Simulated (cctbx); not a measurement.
**Which space group?**

Cell: a = 8.6390 Å, b = 8.7240 Å, c = 12.2640 Å, α = 90.00°, β = 90.00°, γ = 90.00°. Expected content of the cell: Pb8 Sb4 Mo4 S18 O8.

The data are simulated with cctbx, not measured: Mo Kα, λ = 0.71073 Å, to d = 0.75 Å, 70 % of the full sphere, strongest reflection 20000 counts, noise from counting, a 3 % proportional error and a noise floor of 2 counts (s.d.); no absorption, some extinction.

A first pass over the reflections prints:

```text
6378 reflections to d = 0.750 A
centring   violations  <I/sigma> of those
    A       1143 of  3179      5.0
    B       1101 of  3188      4.3
    C       1562 of  3217      6.9
    I          0 of  3194      0.0
    R       1797 of  4245      6.6
    F       1903 of  4792      5.4
Laue class    unique    Rint  (classes that these axes allow; Friedel mates merged)
I 1 2/m 1        1205   0.033
I 1 1 2/m        1183   0.033
I 2/m 1 1        1208   0.033
I m m m           679   0.035
space group    extra absences  I>4sigma  <I/sigma>
I 2 2 2                 0          0         -  acentric
I 21 21 21              0          0         -  acentric
I m m 2                 0          0         -  acentric
I 2 m m                 0          0         -  acentric
I m 2 m                 0          0         -  acentric
I m m m                 0          0         -  centric
Wilson B = 0.60 A^2   <|E^2-1|> = 1.308 (0.968 centric, 0.736 acentric)   E^2>4: 7.9 %
shell (A)         n   <I/sigma>
 7.11 - 1.50     93     24.4
 1.50 - 1.19     92     24.1
 1.19 - 1.04     85     19.2
 1.04 - 0.95     77     21.6
 0.95 - 0.88     79     19.9
 0.88 - 0.83     95     18.1
 0.83 - 0.78     71     25.7
 0.78 - 0.75     87     13.7
```

**Question.** What are the lattice type, the Laue class and the likely space group?

The reflections that I centring forbids are absent (⟨I/σ⟩ near 0), so the lattice is I.

Rint stays low (0.033 to 0.035) up to I m m m, the highest class in these axes.

6 settings pass the absence test. No glide or screw absences show, which leaves I 2 2 2, I 21 21 21, I m m 2, I 2 m m, I m 2 m and I m m m.

⟨|E²−1|⟩ = 1.308 is above even the centric ideal, a mark of pseudo-translation (a class of systematically weak reflections). It says nothing here on a centre of symmetry. The Wilson B of 0.60 Å² means U ≈ 0.0076 Å².

The true group is Imm2 (no. 44), Laue class mmm, non-centrosymmetric. The tables only narrow the choice to the tied entries; cell content, site symmetry and trial solutions must settle it.

This is a model crystal, built by substitution and not relaxed, with assumed displacement parameters.

[Logs are printed without paths, hosts, clocks, repeated set-up lines and the standing remarks that a program may print on its own settings, such as how far it seeks lower states.]
